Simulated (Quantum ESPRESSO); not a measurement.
**Te on Mg(0001), fcc start, 2x2 cell: photoemission fingerprints**

Aim: how the adsorbate changes the work function, the valence spectrum and the core levels in Te on Mg(0001), fcc start, 2x2 cell.

Program: Quantum ESPRESSO 7.5. Level of theory: DFT, PBE, plane waves, ultrasoft GBRV pseudopotentials, scalar-relativistic. Results are calculated unless marked as measured.

Most raw output is cut from this account.

**1. The structure**

The cell holds 4 atoms: 4 Mg. Its edges and angles: a = 3.190 Å, b = 3.190 Å, c = 22.785 Å, α = 90.0°, β = 90.0°, γ = 60.0°. It derives from Mg. Vacuum lies along c.

Structure file:

```
CELL_PARAMETERS angstrom
3.19000 0.00000 0.00000
1.59500 2.76262 0.00000
0.00000 0.00000 22.78500
ATOMIC_POSITIONS crystal
Mg 0.00000 0.00000 0.67125
Mg 0.66667 0.66667 0.55661
Mg 0.00000 0.00000 0.44305
Mg 0.66667 0.66667 0.32916
```

**2. The clean face: planar potential**

pp.x writes the bare plus Hartree potential and average.x takes its planar mean, whose flat part in the vacuum is the vacuum level.

Input file pp.in:

```
&inputpp
  prefix = 'pes'
  outdir = './tmp'
  filplot = 'v.dat'
  plot_num = 11
/
```

Input file average.in:

```
1
v.dat
1.0
400
3
3.779
```

Launch:

```console
> OMP_NUM_THREADS=1 pp.x -in pp.in > pp.out
> OMP_NUM_THREADS=1 average.x < average.in > average.out
```

Run time: 1.6 s. Hardware: 1 MPI rank of Arm Neoverse V2, shared host.

Numbers from this step:

* work function, upper face: 3.759 eV
* work function, lower face: 3.761 eV
* Fermi energy: 0.4817 eV

From the Fermi level. The planar mean, electrostatic potential by z:

| z (Å) | planar mean, electrostatic potential (eV) |
| --- | --- |
| 0.0 | 3.76 |
| 0.5 | 3.76 |
| 1.0 | 3.76 |
| 1.5 | 3.76 |
| 2.0 | 3.76 |
| 2.5 | 3.76 |
| 3.0 | 3.76 |
| 3.5 | 3.76 |
| 4.0 | 3.75 |
| 4.5 | 3.71 |
| 5.0 | 3.61 |
| 5.5 | 3.32 |
| 6.0 | 2.48 |
| 6.5 | 0.303 |
| 7.0 | -4.91 |
| 7.5 | -11.0 |
| 8.0 | -4.74 |
| 8.5 | 0.215 |
| 9.0 | 0.611 |
| 9.5 | -3.30 |
| 10.0 | -10.7 |
| 10.5 | -6.37 |
| 11.0 | -0.307 |
| 11.5 | 0.850 |
| 12.0 | -2.23 |
| 12.5 | -9.85 |
| 13.0 | -7.88 |
| 13.5 | -0.947 |
| 14.0 | 0.993 |
| 14.5 | -1.15 |
| 15.0 | -8.26 |
| 15.5 | -9.67 |
| 16.0 | -2.16 |
| 16.5 | 1.43 |
| 17.0 | 2.93 |
| 17.5 | 3.48 |
| 18.0 | 3.67 |
| 18.5 | 3.73 |
| 19.0 | 3.75 |
| 19.5 | 3.76 |
| 20.0 | 3.76 |
| 20.5 | 3.76 |
| 21.0 | 3.76 |
| 21.5 | 3.76 |
| 22.0 | 3.76 |
| 22.5 | 3.76 |

**3. Projected DOS and spectra**

projwfc.x splits the states by atom and shell, which the spectra need, since each shell has its own cross section.

Input file projwfc.in:

```
&projwfc
  prefix = 'pes'
  outdir = './tmp'
  filpdos = 'pes'
  ngauss = 0
  degauss = 0.00735
  DeltaE = 0.05
  Emin = -29.52
  Emax = 12.48
/
```

Launch:

```console
> OMP_NUM_THREADS=1 mpirun -n 8 projwfc.x -in projwfc.in > projwfc.out
```

It took 2.2 s on 8 MPI ranks; 17 s of CPU time.

This step gave:

```
zero of energy                                 : Fermi level
share of occupied states in no projected shell : 0.2779 of the occupied states in the window
DOS at the Fermi level                         : 1.989 states/eV/cell
```

The DOS has structure finer than the step of the table below, so its rows give means over 0.5 eV, whole bins alone (the curve runs from -8.33 to 6.17 eV). Peaks (eV: height): total 2.27: 3.37, 2.67: 3.57, 3.37: 3.21, 4.17: 5.03, 4.47: 4.06, 5.37: 4.81, 6.07: 4.39; Mg 3s -4.33: 1.24, -3.63: 1.43, -2.93: 1.64, -2.03: 1.52, -1.63: 1.34, -1.23: 1.31, -0.93: 1.01; Mg 3p* 1.97: 2.70, 2.67: 3.25, 3.37: 2.91, 4.17: 4.69, 4.47: 3.91, 5.37: 4.60, 6.07: 4.31.

* holds the states left over by the projection beside any projected weight of its own. The DOS by E, zero at the Fermi level; means over each step; values in states/eV/cell:

| E (eV) | total | Mg 3s | Mg 3p* |
| --- | --- | --- | --- |
| -7.5 | 0 | 0 | 0 |
| -7.0 | 0.00187 | 0.00186 | 6.6e-6 |
| -6.5 | 0.261 | 0.260 | 0.00127 |
| -6.0 | 0.442 | 0.439 | 0.00350 |
| -5.5 | 0.737 | 0.727 | 0.0105 |
| -5.0 | 0.738 | 0.721 | 0.0168 |
| -4.5 | 0.947 | 0.913 | 0.0346 |
| -4.0 | 1.06 | 1.00 | 0.0568 |
| -3.5 | 1.23 | 1.13 | 0.0950 |
| -3.0 | 1.26 | 1.11 | 0.153 |
| -2.5 | 1.32 | 1.13 | 0.199 |
| -2.0 | 1.62 | 1.26 | 0.363 |
| -1.5 | 1.51 | 1.03 | 0.482 |
| -1.0 | 1.92 | 0.951 | 0.964 |
| -0.5 | 1.95 | 0.596 | 1.36 |
| 0.0 | 1.89 | 0.521 | 1.37 |
| 0.5 | 1.56 | 0.462 | 1.10 |
| 1.0 | 2.14 | 0.722 | 1.42 |
| 1.5 | 2.29 | 0.415 | 1.87 |
| 2.0 | 2.36 | 0.391 | 1.97 |
| 2.5 | 2.73 | 0.349 | 2.38 |
| 3.0 | 2.13 | 0.212 | 1.92 |
| 3.5 | 2.87 | 0.259 | 2.61 |
| 4.0 | 3.37 | 0.227 | 3.14 |
| 4.5 | 3.56 | 0.145 | 3.41 |
| 5.0 | 2.78 | 0.0812 | 2.70 |
| 5.5 | 3.81 | 0.172 | 3.64 |

Recipe: projected DOS times atomic cross section and asymmetry factor (linear light, 30° from the polarisation), occupied states only, Fermi edge at 77 K, a Lorentzian width of 0.2 eV growing by 0.03 eV per eV of binding energy, and a resolution of 0.3 eV. Each atom is damped by exp[−depth/(λ cos θ)], θ = 45° from the normal, λ from the universal curve. Curves are cut 10 eV under the photon energy, above any shell that the free atom's threshold puts out of reach, or at the lower edge of the window: 8.4 eV at 21.2 eV, 8.4 eV at 40.8 eV, 8.4 eV at 1486.7 eV and 8.4 eV at 8047.8 eV. Matrix elements of the solid and inelastic losses aren't modelled, nor non-dipole terms, which matter above 3 keV.

How the area divides among the shells (%):

| shell | 21.2 eV | 40.8 eV | 1486.7 eV | 8047.8 eV |
| --- | --- | --- | --- | --- |
| Mg 3s | 95.3 | 86.1 | 98.2 | 99.7 |
| Mg 3p* | 4.7 | 13.9 | 1.8 | 0.3 |

Cross sections used, in Mb an electron:

| shell | 21.2 eV | 40.8 eV | 1486.7 eV | 8047.8 eV |
| --- | --- | --- | --- | --- |
| Mg 3s | 0.12 | 0.085 | 1.8e-4 | 2.0e-6 |
| Mg 3p* | 0.039 | 0.047 | 1.3e-5 | 2.9e-8 |

At the Fermi level the DOS is 1.99 states/eV a cell.

**4. Relaxation**

System of this step: Mg16Te. The cell holds 17 atoms: 1 Te and 16 Mg. Cell: a = 6.380 Å, b = 6.380 Å, c = 24.535 Å, α = 90.0°, β = 90.0°, γ = 60.0°. It derives from Mg. How the cell was made: adsorbate; added: Te; site: fcc; coverage 0.25 monolayer; cell: 2x2; on one face. Regions: ad, 1 atom (1 Te); L1, 4 atoms (4 Mg); L2, 4 atoms (4 Mg); L3, 4 atoms (4 Mg); rest, 4 atoms (4 Mg). Vacuum lies along c.

Levels and vacuum steps follow bond lengths, so the atoms are relaxed first. 8 atoms are held to stand for the bulk. A dipole correction cancels the field between unlike faces.

Input file relax.in:

```
&control
  calculation = 'relax'
  prefix = 'pes'
  outdir = './tmp'
  pseudo_dir = './pp'
  tprnfor = .true.
  nstep = 45
  forc_conv_thr = 0.00117
  tefield = .true.
  dipfield = .true.
/
&system
  ibrav = 0
  nat = 17
  ntyp = 2
  ecutwfc = 40.0
  ecutrho = 200.0
  occupations = 'smearing'
  nbnd = 97
  smearing = 'fd'
  degauss = 0.00367
  edir = 3
  emaxpos = 0.98
  eopreg = 0.04
  eamp = 0.0
/
&electrons
  conv_thr = 1e-07
  mixing_beta = 0.3
  electron_maxstep = 120
  mixing_mode = 'local-TF'
/
&ions
/
ATOMIC_SPECIES
Te 127.6000 te_pbe_v1.uspp.F.UPF
Mg 24.3050 mg_pbe_v1.4.uspp.F.UPF
CELL_PARAMETERS angstrom
 6.380000000 0.000000000 0.000000000
 3.190000000 5.525242076 0.000000000
 0.000000000 0.000000000 24.535000000
ATOMIC_POSITIONS crystal
Te 0.167246008 0.166666667 0.694314245
Mg 0.000000000 0.000000000 0.622987569
Mg 0.500000000 0.000000000 0.622987569
Mg 0.000000000 0.500000000 0.622987569
Mg 0.500000000 0.500000000 0.622987569
Mg 0.833333333 0.333333333 0.517220298
Mg 0.333333333 0.333333333 0.517220298
Mg 0.833333333 0.833333333 0.517220298
Mg 0.333333333 0.833333333 0.517220298
Mg 0.000000000 0.000000000 0.411453026 0 0 0
Mg 0.500000000 0.000000000 0.411453026 0 0 0
Mg 0.000000000 0.500000000 0.411453026 0 0 0
Mg 0.500000000 0.500000000 0.411453026 0 0 0
Mg 0.833333333 0.333333333 0.305685755 0 0 0
Mg 0.333333333 0.333333333 0.305685755 0 0 0
Mg 0.833333333 0.833333333 0.305685755 0 0 0
Mg 0.333333333 0.833333333 0.305685755 0 0 0
K_POINTS automatic
6 6 1 0 0 0
```

Launch:

```console
> OMP_NUM_THREADS=1 mpirun -n 8 pw.x -nk 4 -in relax.in > relax.out
```

Run time: 40 min. Hardware: 8 MPI ranks.

The run was cut off at the time limit before the relaxation met all its tests.

**5. Self-consistent run**

First the self-consistent run; potential, DOS and bands follow from it in later steps.

Input file scf.in:

```
&control
  calculation = 'scf'
  prefix = 'pes'
  outdir = './tmp'
  pseudo_dir = './pp'
  tprnfor = .true.
  tefield = .true.
  dipfield = .true.
/
&system
  ibrav = 0
  nat = 17
  ntyp = 2
  ecutwfc = 40.0
  ecutrho = 200.0
  occupations = 'smearing'
  nbnd = 107
  smearing = 'fd'
  degauss = 0.00367
  edir = 3
  emaxpos = 0.98
  eopreg = 0.04
  eamp = 0.0
/
&electrons
  conv_thr = 1e-07
  mixing_beta = 0.3
  electron_maxstep = 120
  mixing_mode = 'local-TF'
/
ATOMIC_SPECIES
Te 127.6000 te_pbe_v1.uspp.F.UPF
Mg 24.3050 mg_pbe_v1.4.uspp.F.UPF
CELL_PARAMETERS angstrom
 6.380000140 0.000000000 0.000000000
 3.190000070 5.525239620 0.000000000
 0.000000000 0.000000000 24.534998720
ATOMIC_POSITIONS crystal
Te 0.166980960 0.166667090 0.705921720
Mg -0.003162580 -0.003200950 0.621845870
Mg 0.506601220 -0.003281650 0.621787140
Mg -0.003203140 0.506482640 0.621816460
Mg 0.499991120 0.499999740 0.620991580
Mg 0.833801110 0.333096520 0.515974080
Mg 0.333095960 0.333101680 0.515961260
Mg 0.833371680 0.833333220 0.515940360
Mg 0.333093370 0.833801610 0.515967660
Mg 0.000000000 0.000000000 0.411453030
Mg 0.500000000 0.000000000 0.411453030
Mg 0.000000000 0.500000000 0.411453030
Mg 0.500000000 0.500000000 0.411453030
Mg 0.833333330 0.333333330 0.305685760
Mg 0.333333330 0.333333330 0.305685760
Mg 0.833333330 0.833333330 0.305685760
Mg 0.333333330 0.833333330 0.305685760
K_POINTS automatic
6 6 1 0 0 0
```

Launch:

```console
> OMP_NUM_THREADS=1 mpirun -n 8 pw.x -nk 4 -in scf.in > scf.out
```

It took 5.7 min on 8 MPI ranks; 45 min of CPU time.

Numbers from this step:

| Property | Result |
| --- | --- |
| free energy | -27641.3057 eV |
| Fermi energy | 0.3117 eV |

**6. Planar potential and vacuum level**

pp.in is that of step 2.

average.in is that of step 2.

Launch:

```console
> OMP_NUM_THREADS=1 pp.x -in pp.in > pp.out
> OMP_NUM_THREADS=1 average.x < average.in > average.out
```

Wall time 3.6 s (1 MPI rank).

This step gave:

```
work function, upper face : 4.637 eV
work function, lower face : 3.73 eV
```

The planar mean, electrostatic potential oscillates, so the rows of the table below give means over windows of 2.64 Å about each position, cut where the curve ends. Its maxima inside the range that stand out by 2 % of the span (Å: eV): 8.8: 0.910, 11.4: 0.857, 14.0: 0.950, 17.4: 9.49. Its minima: 7.5: -11.1, 10.1: -11.0, 12.6: -11.0, 15.3: -11.2, 18.3: 3.39.

From the Fermi level. Planar mean, electrostatic potential against z; means over each step:

| z (Å) | planar mean, electrostatic potential (eV) |
| --- | --- |
| 1.32 | 3.77 |
| 3.96 | 3.68 |
| 6.60 | -2.37 |
| 9.24 | -3.89 |
| 11.88 | -3.95 |
| 14.52 | -3.93 |
| 17.16 | 4.24 |
| 19.80 | 4.53 |
| 22.44 | 4.64 |

**7. Projected DOS and spectra**

Input file projwfc.in:

```
&projwfc
  prefix = 'pes'
  outdir = './tmp'
  filpdos = 'pes'
  ngauss = 0
  degauss = 0.01102
  DeltaE = 0.05
  Emin = -29.69
  Emax = 12.31
/
```

Launch:

```console
> OMP_NUM_THREADS=1 mpirun -n 8 projwfc.x -in projwfc.in > projwfc.out
```

It took 3.7 s on 8 MPI ranks; 29 s of CPU time.

Numbers from this step:

| Quantity | Value |
| --- | --- |
| share of occupied states in no projected shell | 0.2237 of the occupied states in the window |
| DOS at the Fermi level | 8.249 states/eV/cell |

The DOS has structure finer than the step of the table below, so its rows give means over 0.5 eV, whole bins alone (the curve runs from -12.6 to 4.22 eV). Peaks (eV: height): total 1.12: 11.4, 2.22: 11.4, 2.92: 10.7, 3.92: 15.1; Mg 3s -4.18: 6.60, -3.08: 5.60, -2.48: 5.65, -1.68: 5.04; Mg 3p* 1.62: 8.84, 2.32: 9.21, 2.92: 9.49, 3.92: 13.5; Te 5p -2.38: 3.25; Te 5s -10.58: 6.29.

* holds the states left over by the projection beside any projected weight of its own. Table of DOS by E, zero at the Fermi level; means over each step; values in states/eV/cell:

| E (eV) | total | Mg 3s | Mg 3p* | Te 5p | Te 5s |
| --- | --- | --- | --- | --- | --- |
| -11.5 | 0 | 0 | 0 | 0 | 0 |
| -11.0 | 0.528 | 0.0468 | 0.00233 | 0.00409 | 0.474 |
| -10.5 | 3.47 | 0.307 | 0.0118 | 0.0268 | 3.12 |
| -10.0 | 0.00557 | 4.9e-4 | 0 | 4.3e-5 | 0.00502 |
| -9.5 | 0 | 0 | 0 | 0 | 0 |
| -9.0 | 0 | 0 | 0 | 0 | 0 |
| -8.5 | 0 | 0 | 0 | 0 | 0 |
| -8.0 | 0 | 0 | 0 | 0 | 0 |
| -7.5 | 0 | 0 | 0 | 0 | 0 |
| -7.0 | 0.0424 | 0.0418 | 1.7e-4 | 1.0e-4 | 3.6e-4 |
| -6.5 | 1.13 | 1.11 | 0.00502 | 0.00316 | 0.00867 |
| -6.0 | 1.71 | 1.67 | 0.0162 | 0.00959 | 0.0156 |
| -5.5 | 3.07 | 2.95 | 0.0474 | 0.0352 | 0.0394 |
| -5.0 | 3.56 | 3.38 | 0.0834 | 0.0626 | 0.0296 |
| -4.5 | 3.31 | 3.00 | 0.134 | 0.133 | 0.0468 |
| -4.0 | 5.65 | 4.97 | 0.296 | 0.330 | 0.0608 |
| -3.5 | 4.68 | 3.69 | 0.355 | 0.595 | 0.0434 |
| -3.0 | 6.54 | 4.59 | 0.647 | 1.27 | 0.0328 |
| -2.5 | 8.79 | 4.95 | 1.10 | 2.72 | 0.0202 |
| -2.0 | 6.55 | 3.41 | 1.39 | 1.76 | 0.00326 |
| -1.5 | 8.11 | 4.12 | 2.49 | 1.51 | 0.00294 |
| -1.0 | 7.31 | 3.16 | 3.36 | 0.795 | 0.00403 |
| -0.5 | 7.59 | 2.54 | 4.46 | 0.580 | 0.00543 |
| 0.0 | 8.27 | 2.37 | 5.51 | 0.391 | 0.00574 |
| 0.5 | 6.04 | 1.84 | 3.93 | 0.265 | 0.00582 |
| 1.0 | 9.38 | 2.84 | 6.26 | 0.268 | 0.00597 |
| 1.5 | 8.59 | 1.47 | 6.94 | 0.175 | 0.00511 |
| 2.0 | 9.05 | 1.58 | 7.34 | 0.129 | 0.00527 |
| 2.5 | 9.46 | 1.56 | 7.78 | 0.120 | 0.00342 |
| 3.0 | 9.61 | 0.966 | 8.51 | 0.125 | 0.00737 |
| 3.5 | 10.5 | 1.04 | 9.33 | 0.0948 | 0.00581 |

This run's widths, added to any smearing of the DOS itself: Gaussian 0.6 eV, Lorentzian 0.2 eV. Intensity against binding energy, zero at the Fermi level; values in % of the maximum within 13 eV:

| binding energy (eV) | 21.2 eV | 150 eV | 1486.7 eV | 5414.7 eV | 8047.8 eV |
| --- | --- | --- | --- | --- | --- |
| -1.0 | 1.26 | 2.15 | 1.50 | 0.944 | 0.747 |
| -0.5 | 3.21 | 6.58 | 3.93 | 2.39 | 1.88 |
| 0.0 | 14.4 | 32.8 | 18.1 | 10.8 | 8.41 |
| 0.5 | 31.0 | 61.1 | 37.5 | 22.8 | 17.9 |
| 1.0 | 44.5 | 69.5 | 51.0 | 32.1 | 25.2 |
| 1.5 | 66.6 | 79.4 | 70.8 | 46.3 | 36.5 |
| 2.0 | 85.0 | 83.6 | 85.3 | 57.4 | 45.5 |
| 2.5 | 98.9 | 94.4 | 99.5 | 67.3 | 53.5 |
| 3.0 | 66.3 | 82.8 | 75.8 | 49.4 | 39.2 |
| 3.5 | 37.9 | 66.7 | 52.8 | 32.9 | 26.1 |
| 4.0 | 25.0 | 64.0 | 45.0 | 26.8 | 21.3 |
| 4.5 | 15.8 | 50.3 | 33.6 | 19.5 | 15.5 |
| 5.0 | 10.7 | 41.7 | 26.7 | 15.0 | 11.8 |
| 5.5 | 7.96 | 34.8 | 22.1 | 12.4 | 9.77 |
| 6.0 | 5.14 | 23.7 | 15.1 | 8.33 | 6.56 |
| 6.5 | 2.90 | 13.4 | 8.65 | 4.77 | 3.76 |
| 7.0 | 1.04 | 4.13 | 2.78 | 1.66 | 1.34 |
| 7.5 | 0.484 | 1.57 | 1.17 | 0.823 | 0.713 |
| 8.0 | 0.354 | 1.22 | 0.971 | 0.778 | 0.706 |
| 8.5 | 0.290 | 1.26 | 1.05 | 0.940 | 0.886 |
| 9.0 | 0.257 | 1.68 | 1.46 | 1.43 | 1.39 |
| 9.5 | 0.275 | 3.40 | 3.06 | 3.21 | 3.18 |
| 10.0 | 0.745 | 20.3 | 18.6 | 20.2 | 20.2 |
| 10.5 | 2.86 | 93.3 | 85.3 | 93.3 | 93.3 |
| 11.0 | 1.55 | 49.0 | 44.8 | 49.0 | 49.0 |
| 11.5 | - | 6.17 | 5.61 | 6.07 | 6.05 |
| 12.0 | - | 1.88 | 1.70 | 1.79 | 1.78 |
| 12.5 | - | 1.01 | 0.907 | 0.936 | 0.921 |

Maxima picked by a test of local sharpness, so broad peaks and shoulders can be missing; peaks within 0.45 eV of a curve's cut are left out. Valence peaks, by row:

| photon energy (eV) | binding energy (eV) | height (% of the maximum within 13 eV) | main shell | its share (%) |
| --- | --- | --- | --- | --- |
| 21.2 | 2.402 | 100 | Te 5p | 90.49 |
| 150 | 10.6 | 100 | Te 5s | 95.4 |
| 150 | 3.952 | 64.22 | Mg 3s | 82.94 |
| 150 | 2.502 | 94.64 | Mg 3s | 53.71 |
| 1487 | 10.6 | 91.46 | Te 5s | 97.34 |
| 1487 | 2.452 | 100 | Te 5p | 67.98 |
| 5415 | 10.6 | 100 | Te 5s | 98.7 |
| 5415 | 2.452 | 67.76 | Te 5p | 75.71 |
| 8048 | 10.6 | 100 | Te 5s | 99.01 |
| 8048 | 2.452 | 53.82 | Te 5p | 76.6 |

Shapes are the site's partial DOS without matrix elements, which overweights lines from ligand s bands. Table of intensity, Mg L2,3 by emission energy less the core level's binding energy, zero at the Fermi level; read off at these points:

emission energy less the core level's binding energy (eV), intensity, Mg L2,3 (% of the unpolarised maximum) and a bar:
```
   -12.00        0.0 
   -11.50        0.2 
   -11.00        2.4 #
   -10.50        4.1 #
   -10.00        1.0 
    -9.50        0.0 
    -9.00        0.0 
    -8.50        0.0 
    -8.00        0.0 
    -7.50        0.3 
    -7.00        5.3 ##
    -6.50       22.1 #######
    -6.00       41.0 ############
    -5.50       58.4 ##################
    -5.00       68.0 ####################
    -4.50       79.7 ########################
    -4.00       94.2 ############################
    -3.50       90.4 ###########################
    -3.00       98.2 #############################
    -2.78       99.9 ##############################
    -2.50       97.6 #############################
    -2.00       86.1 ##########################
    -1.50       81.8 #########################
    -1.00       68.9 #####################
    -0.50       54.3 ################
     0.00       26.1 ########
     0.50        3.7 #
     1.00        0.1
```

Sums over each group's atoms; left-over states aren't shared out by site. Site centres, by row:

| group | element | shell | occupied states | centre of occupied part (eV) | centre up to the window's top (eV) |
| --- | --- | --- | --- | --- | --- |
| adsorbate | Te | 5s | 1.958 | -10.08 | -9.934 |
| adsorbate | Te | 5p | 5.011 | -2.232 | -1.731 |
| layer 1 | Mg | 3s | 5.214 | -3.33 | -1.861 |
| layer 2 | Mg | 3s | 5.795 | -3.258 | -2.214 |
| layer 3 | Mg | 3s | 5.81 | -3.259 | -2.22 |
| other layers | Mg | 3s | 5.71 | -2.975 | -1.838 |

Window up to 4.2 eV. Shell moments, by row:

| element | shell | occupied states an atom | centre of occupied part (eV) | rms width of occupied part (eV) | centre up to the window's top (eV) | rms width up to the window's top (eV) |
| --- | --- | --- | --- | --- | --- | --- |
| Te | 5s | 1.958 | -10.08 | 1.817 | -9.934 | 2.255 |
| Te | 5p | 5.011 | -2.232 | 1.068 | -1.731 | 1.695 |
| Mg | 3s | 1.408 | -3.203 | 1.788 | -2.032 | 2.697 |
| Mg | 3p* | 0.5333 | -1.224 | 1.086 | 1.754 | 1.922 |

The spectra weight each projected shell by its atomic cross section (Dirac–Hartree–Slater) and angular factor, for unpolarised light with the analyser at 90° from the beam. Broadening, on top of any smearing of the DOS itself: a Gaussian of 0.6 eV and a Lorentzian of 0.2 eV plus 0 times the binding energy (full widths), Fermi edge at 300 K. Each atom is damped by exp[−depth/(λ cos θ)], θ = 0° from the normal, λ from the universal curve. Curves are cut 10 eV under the photon energy, above any shell that the free atom's threshold puts out of reach, or at the lower edge of the window: 11.2 eV at 21.2 eV, 12.6 eV at 150 eV, 12.6 eV at 1486.7 eV, 12.6 eV at 5414.7 eV and 12.6 eV at 8047.8 eV. A star in tables and legends marks shells that hold the states left over by the projection (22.4 % of the filled ones), a stand-in for orbitals that the files don't project on. Dipole terms alone, which is rough above 3 keV; no background, satellites or final-state effects.

How the area divides among the shells (%):

| shell | 21.2 eV | 150 eV | 1486.7 eV | 5414.7 eV | 8047.8 eV |
| --- | --- | --- | --- | --- | --- |
| Te 5s | 0.6 | 18.7 | 21.2 | 32.5 | 38.2 |
| Te 5p | 79.4 | 17.5 | 38.5 | 40.1 | 37.8 |
| Mg 3s | 18.6 | 54.9 | 39.4 | 27.2 | 23.9 |
| Mg 3p* | 1.4 | 9.0 | 0.8 | 0.2 | 0.1 |

At the Fermi level the DOS is 8.25 states/eV a cell.

(Continued in part 2 of 2.)

[Logs are printed without paths, hosts, clocks, repeated set-up lines and the standing remarks that a program may print on its own settings, such as how far it seeks lower states.]

[Hosts, paths, dates, database ids (printed as entryN), source tags and the programs' standing remarks are cut or masked in the printed files.]

[Maps of the electrostatic potential energy from Ansatz leave out the sawtooth potential of an applied field or a dipole correction, so their vacuum need not be flat; work functions include it.]
